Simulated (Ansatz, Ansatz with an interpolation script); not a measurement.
# PbF2 (Pnma): quasiparticle bands by Wannier interpolation, part 2 of 2

Aim: the G0W0 bands of PbF2 (Pnma) along the symmetry lines, with the gap off the mesh.

Ansatz 0.2.0; LDA, Wannier functions and G0W0, plane waves, PAW. Known limits of the many-body steps: not at the basis limit; no spin-orbit coupling; coarse k mesh.

So far. Step 3 (Wannier functions (F:2p Pb:6p) on 8×8×4): Near the gap the model misses directly solved bands by 0.5 meV r.m.s. and by 16 meV at most in the window tested. This tests the starting bands, not the corrections carried with them. Step 4 (G0W0 at every point of the mesh: 4×4×2 mesh, 1414 empty …): The gap on the mesh goes from 4.07 eV to 6.10 eV, a correction of +2.03 eV.

The database entry behind the starting cell differs from later determinations by our own check (about 0.2 % short), so it need not match the best structure at ambient conditions.

### 5. Interpolating the corrections

A script adds the corrections, carried to the Wannier functions and back, to the LDA levels, along the path and on a 9×13×9 mesh.

* G0W0 gap over the zone: 6.102 eV
* valence top at: Γ
* conduction bottom at: T
* starting gap over the zone: 4.074 eV
* least direct G0W0 gap: 6.190 eV
* G0W0 gap on the mesh: 6.102 eV
* valence width, start: 4.037 eV
* valence width, G0W0: 4.167 eV
* gap by a rigid shift: 6.102 eV

Levels solved directly plus the interpolated quasiparticle correction. Limits: finite bands, cutoff and mesh; no spin-orbit coupling; coarse k mesh. Quasiparticle bands along the path, in eV, zero at the valence-band top of each set:

| point | band 53 | band 54 | band 55 | band 56 | band 57 | band 58 | band 59 | band 60 |
| --- | --- | --- | --- | --- | --- | --- | --- | --- |
| Γ | -1.57 | -0.55 | -0.38 | 0.00 | 6.19 | 6.98 | 7.98 | 7.99 |
| halfway | -1.40 | -0.51 | -0.47 | -0.07 | 6.34 | 6.59 | 6.94 | 8.47 |
| X | -0.90 | -0.90 | -0.27 | -0.27 | 6.30 | 6.30 | 7.30 | 7.30 |
| halfway | -0.86 | -0.86 | -0.35 | -0.35 | 6.42 | 6.42 | 7.40 | 7.40 |
| S | -0.71 | -0.71 | -0.71 | -0.71 | 6.55 | 6.55 | 6.55 | 6.55 |
| halfway | -1.00 | -1.00 | -0.31 | -0.31 | 6.42 | 6.42 | 7.01 | 7.01 |
| Y | -1.07 | -1.07 | -0.15 | -0.15 | 6.44 | 6.44 | 7.41 | 7.41 |
| halfway | -1.04 | -0.79 | -0.43 | -0.28 | 6.75 | 7.65 | 7.65 | 7.94 |
| Γ | -1.57 | -0.55 | -0.38 | 0.00 | 6.19 | 6.98 | 7.98 | 7.99 |
| halfway | -1.50 | -0.60 | -0.34 | -0.15 | 6.38 | 7.31 | 7.54 | 8.08 |
| Z | -1.04 | -1.04 | -0.27 | -0.27 | 6.89 | 6.89 | 8.16 | 8.16 |
| halfway | -0.87 | -0.87 | -0.33 | -0.33 | 6.66 | 6.66 | 7.44 | 7.44 |
| U | -0.63 | -0.63 | -0.47 | -0.47 | 6.64 | 6.64 | 6.82 | 6.82 |
| halfway | -0.66 | -0.66 | -0.45 | -0.45 | 6.69 | 6.69 | 7.03 | 7.03 |
| R | -0.56 | -0.56 | -0.56 | -0.56 | 6.51 | 6.51 | 6.51 | 6.51 |
| halfway | -0.63 | -0.63 | -0.35 | -0.35 | 6.18 | 6.18 | 7.19 | 7.19 |
| T | -0.62 | -0.62 | -0.23 | -0.23 | 6.10 | 6.10 | 7.83 | 7.83 |
| halfway | -0.67 | -0.67 | -0.45 | -0.45 | 7.37 | 7.37 | 7.49 | 7.49 |
| Z | -1.04 | -1.04 | -0.27 | -0.27 | 6.89 | 6.89 | 8.16 | 8.16 |
| jump to X | -0.90 | -0.90 | -0.27 | -0.27 | 6.30 | 6.30 | 7.30 | 7.30 |
| halfway | -0.81 | -0.81 | -0.32 | -0.32 | 6.40 | 6.40 | 7.12 | 7.12 |
| U | -0.63 | -0.63 | -0.47 | -0.47 | 6.64 | 6.64 | 6.82 | 6.82 |
| jump to Y | -1.07 | -1.07 | -0.15 | -0.15 | 6.44 | 6.44 | 7.41 | 7.41 |
| halfway | -0.86 | -0.86 | -0.17 | -0.17 | 6.25 | 6.25 | 7.63 | 7.63 |
| T | -0.62 | -0.62 | -0.23 | -0.23 | 6.10 | 6.10 | 7.83 | 7.83 |
| jump to S | -0.71 | -0.71 | -0.71 | -0.71 | 6.55 | 6.55 | 6.55 | 6.55 |

The same for LDA:

| point | band 53 | band 54 | band 55 | band 56 | band 57 | band 58 | band 59 | band 60 |
| --- | --- | --- | --- | --- | --- | --- | --- | --- |
| Γ | -1.43 | -0.48 | -0.31 | 0.00 | 4.17 | 4.90 | 5.83 | 5.84 |
| X | -0.82 | -0.82 | -0.23 | -0.23 | 4.28 | 4.28 | 5.21 | 5.21 |
| S | -0.62 | -0.62 | -0.62 | -0.62 | 4.49 | 4.49 | 4.49 | 4.49 |
| Y | -0.96 | -0.96 | -0.12 | -0.12 | 4.39 | 4.39 | 5.26 | 5.26 |
| Γ | -1.43 | -0.48 | -0.31 | 0.00 | 4.17 | 4.90 | 5.83 | 5.84 |
| Z | -0.96 | -0.96 | -0.23 | -0.23 | 4.82 | 4.82 | 6.00 | 6.00 |
| U | -0.55 | -0.55 | -0.43 | -0.43 | 4.60 | 4.60 | 4.76 | 4.76 |
| R | -0.48 | -0.48 | -0.48 | -0.48 | 4.45 | 4.45 | 4.45 | 4.45 |
| T | -0.54 | -0.54 | -0.20 | -0.20 | 4.07 | 4.07 | 5.65 | 5.65 |
| Z | -0.96 | -0.96 | -0.23 | -0.23 | 4.82 | 4.82 | 6.00 | 6.00 |
| X | -0.82 | -0.82 | -0.23 | -0.23 | 4.28 | 4.28 | 5.21 | 5.21 |
| U | -0.55 | -0.55 | -0.43 | -0.43 | 4.60 | 4.60 | 4.76 | 4.76 |
| Y | -0.96 | -0.96 | -0.12 | -0.12 | 4.39 | 4.39 | 5.26 | 5.26 |
| T | -0.54 | -0.54 | -0.20 | -0.20 | 4.07 | 4.07 | 5.65 | 5.65 |

Minima of the lowest conduction band, from levels solved directly at the displaced points, plus the interpolated correction; masses are left empty at degenerate points, on flat bands and where the interpolated correction rules the curvature; G0W0 masses are rough. Conduction valleys, by row:

| point | k (reciprocal lattice) | valleys in the zone | G0W0 level above the valence top (eV) | LDA level above the valence top (eV) | G0W0 principal masses (m_e) | LDA principal masses (m_e) |
| --- | --- | --- | --- | --- | --- | --- |
| T | 0.000 -0.500 -0.500 | 1 | 6.102 | 4.074 | - | - |
| Γ | 0.000 0.000 0.000 | 1 | 6.19 | 4.17 | 0.799 0.944 1.539 | 0.858 1.070 1.497 |
| X | -0.500 0.000 0.000 | 1 | 6.299 | 4.275 | - | - |

Second differences of levels solved directly at the displaced points, plus the interpolated correction, at the quasiparticle band edges; no spin-orbit coupling; left empty where the band is flat or the interpolated correction rules the curvature. Effective masses, by row:

| carrier | point | Cartesian direction | band | LDA mass (m_e) | G0W0 mass (m_e) |
| --- | --- | --- | --- | --- | --- |
| hole | Γ | 100 | 56 | 3.904 | 3.382 |
| hole | Γ | 010 | 56 | 1.593 | 1.377 |
| hole | Γ | 001 | 56 | 0.9 | 0.82 |
| hole | Γ | 110 | 56 | 2.266 | 1.96 |
| hole | Γ | 111 | 56 | 1.511 | 1.344 |
| electron | T | 100 | 57 | 3.731 | 3.593 |
| electron | T | 100 | 58 | 3.731 | 3.593 |
| electron | T | 010 | 57 | 0.416 | 0.401 |
| electron | T | 010 | 58 | 0.416 | 0.401 |
| electron | T | 001 | 57 | 1.078 | 1.021 |
| electron | T | 001 | 58 | 1.078 | 1.021 |
| electron | T | 110 | 57 | 0.752 | 0.725 |
| electron | T | 110 | 58 | 0.752 | 0.725 |
| electron | T | 111 | 57 | 0.863 | 0.844 |
| electron | T | 111 | 58 | 0.812 | 0.766 |

Corrections by starting level (eV, on the run's own energy scale, so only their differences matter):

| start | correction |
| --- | --- |
| -4.04 | −1.14 |
| -3.63 | −1.15 |
| -3.25 | −1.15 |
| -2.90 | −1.17 |
| -2.53 | −1.12 |
| -2.15 | −1.13 |
| -1.76 | −1.14 |
| -1.65 | −1.14 |
| -1.54 | −1.15 |
| -0.82 | −1.10 |
| -0.36 | −1.06 |
| -0.06 | −1.02 |
| 4.37 | +1.04 |
| 4.49 | +1.05 |
| 5.34 | +1.09 |
| 6.58 | +1.24 |
| 7.13 | +1.27 |
| 7.59 | +1.29 |

### 6. LDA+SOC bands, for comparison

Spin-orbit coupling can split or shift the edges; a non-collinear run measures by how much.

This step: DFT, LDA with spin-orbit coupling, plane waves, PAW.

input.yaml reads:

```yaml
crystal:
  lattice:
    - [6.42689, 0.0, 0.0]
    - [0.0, 3.89098, 0.0]
    - [0.0, 0.0, 7.63574]
  atoms:
    - { symbol: Pb, position: [0.756, 0.75, 0.103] }
    - { symbol: Pb, position: [0.244, 0.25, 0.897] }
    - { symbol: Pb, position: [0.744, 0.25, 0.603] }
    - { symbol: Pb, position: [0.256, 0.75, 0.397] }
    - { symbol: F, position: [0.142, 0.75, 0.085] }
    - { symbol: F, position: [0.858, 0.25, 0.915] }
    - { symbol: F, position: [0.358, 0.25, 0.585] }
    - { symbol: F, position: [0.642, 0.75, 0.415] }
    - { symbol: F, position: [0.551, 0.75, 0.814] }
    - { symbol: F, position: [0.449, 0.25, 0.186] }
    - { symbol: F, position: [0.949, 0.25, 0.314] }
    - { symbol: F, position: [0.051, 0.75, 0.686] }
kpoints:
  mp_grid: { grid: [4, 4, 2] }
  band_path:
    path:
      - [[0.0, 0.0, 0.0], [0.5, 0.0, 0.0], [0.5, 0.5, 0.0], [0.0, 0.5, 0.0], [0.0, 0.0, 0.0], [0.0, 0.0, 0.5], [0.5, 0.0, 0.5], [0.5, 0.5, 0.5], [0.0, 0.5, 0.5], [0.0, 0.0, 0.5]]
      - [[0.5, 0.0, 0.0], [0.5, 0.0, 0.5]]
      - [[0.0, 0.5, 0.0], [0.0, 0.5, 0.5]]
      - [[0.5, 0.5, 0.0], [0.5, 0.5, 0.5]]
    npoints: 10
hamiltonian:
  xc: lda
scf:
  occupations: { method: fermi_dirac, width: 0.02 }
  n_extra_bands: 16
magnetization:
  noncollinear: true
  spin_orbit: true
output:
  eigenvalues: true
```

Command:

```
ansatz run input.yaml --threads 16 --pin off --max-ram 64512MiB --backend cuda --events-out ev --progress --plain --runs-dir out --devices 1 --max-vram 78GiB
```

Numbers of over 12 decimals in the logs are rounded to 6 here.

What it wrote:

```text
[...]
GPUs: using 1 of 1 available (devices: 1).
[...]
non-collinear run that drives no moment, with spin-orbit: no starting moment large enough to seed its density (crystal.atoms[].spin), no starting occupations that ask for one, no magnetisation constraint and no magnetic field, so the semilocal B_xc is pinned to zero
[...]
Crystal: 12 atoms, lattice volume = 190.946 Å³
Basis set: ecut = 420 eV, 3749 PW (Γ)
Bands: 128, of which v1, the nominal top of the filled ones, is band 112 counted from 1 (111 counted from 0)
Symmetry: 8 space group operations + 8 with time reversal
[...]
k-points: 18 of 32
Projection manifold: j_resolved (fully-relativistic pseudo-atomic orbitals)
[...]
SCF iter   1: F=—  HF=-52914.553113 eV  |F-HF|=—  |Δ(HF+E_count)|=         —  Δρ=9.82e-2  dr2=1.47e1  dr2_m=0.00e0 (ungated)  ethr=3.10e-3  |M|=0.00e0 ∫|m|=0.00e0 μB  |m|>n=0.0e0 m-floor=0.0e0 τ_xc=0.0e0  β_m=0.30  ⟨swp⟩=6.4  Hψ=5093  notcnv=0
[...]
spin=Noncollinear: Resta preconditioning applied to the charge; magnetization (m_x, m_y, m_z) channels mix plain (no charge-response kernel on spin).
SCF iter   2: F=—  HF=-52911.130126 eV  |F-HF|=—  |Δ(HF+E_count)|=    3.42e0  Δρ=3.33e-2  dr2=2.36e0  dr2_m=0.00e0 (ungated)  ethr=3.10e-3  |M|=0.00e0 ∫|m|=0.00e0 μB  |m|>n=0.0e0 m-floor=0.0e0 τ_xc=0.0e0  β_m=0.37  ⟨swp⟩=3.1  Hψ=2706  notcnv=0  defer=148
[...]
SCF iter   5: F=—  HF=-52910.509862 eV  |F-HF|=—  |Δ(HF+E_count)|=   1.77e-3  Δρ=4.01e-3  dr2=1.99e-2  dr2_m=0.00e0 (ungated)  ethr=2.98e-5  |M|=0.00e0 ∫|m|=0.00e0 μB  |m|>n=0.0e0 m-floor=0.0e0 τ_xc=0.0e0  β_m=0.60  ⟨swp⟩=2.2  Hψ=2089  notcnv=0  defer=148
[...]
SCF 1 converged in 9 iterations: F = -52910.505218 eV  dr2 = 6.08e-8
[...]
SCF converged after 9 iterations
[...]
```

It took 7.3 s on 1 × NVIDIA GB200 (shared by 2 runs) with 16 threads of Arm Neoverse V2, shared host; peak memory 3.2 GiB; 84 s of CPU time.

Numbers from this step:

- filled bands: 112
- gap: 3.675 eV
- valence top at: k = Γ
- conduction bottom at: k = (0.000, -0.500, -0.500)
- least direct gap: 3.790 eV

The gap stands −0.40 eV against LDA.

### 7. Outcome

```yaml
lda_gap: 4.07 eV
g0w0_gap_over_the_zone: 6.10 eV, indirect
least_direct_g0w0_gap_in_the_model: 6.19 eV
with_the_spin_orbit_change: 5.70 eV
gw_settings: 4×4×2 mesh, 1414 empty bands, screening to 220 eV
known_limits: not at the basis limit; no spin-orbit coupling; coarse k mesh
```

The Wannier model follows the LDA bands to under 1 meV r.m.s. near the gap. The G0W0 gap over the zone is 6.10 eV, indirect, from Γ to T; on the mesh alone it is 6.10 eV, nearly the same. The valence width in the model goes from 4.04 eV to 4.17 eV. At the band edge the lightest electron mass is 0.42 m_e at the start and 0.40 m_e in G0W0; the G0W0 masses rest on corrections from the 4×4×2 mesh alone and are rough. With a spin-orbit change this large the edge states differ, so these masses aren't the crystal's. LDA+SOC gives a gap of 3.67 eV on the same path, a spin-orbit change of −0.40 eV that would bring the G0W0 gap to 5.70 eV. Bands and cutoff are finite, so the gap is not at the basis limit. The miss can reach some tenths of an eV and take either sign; the mesh is an error of its own. Above the frozen window of the model the interpolated levels need not meet the computed ones, even at points of the mesh. The 4×4×2 mesh is coarse for this cell (its supercell is 15 Å along the shortest edge). The RPA ε∞ on it, from the LDA start, is 3.64, 3.70 and 3.73; such meshes misread the long-range screening, most where the gap is narrow. Where an edge is built on 6p states of lead, bismuth or thallium, scalar-relativistic gaps usually stand too wide, by a few tenths to over one eV.

[Paths, hosts, dates, memory and timing lines, banners, echoed tables and standing remarks are left out of the program output.]

[Logs are printed without paths, hosts, clocks, repeated set-up lines and the standing remarks that a program may print on its own settings, such as how far it seeks lower states.]

[Runs of the session that timed out or met a known fault of the program may be left out.]

[Hosts, paths, dates, database ids (printed as entryN), source tags and the programs' standing remarks are cut or masked in the printed files.]
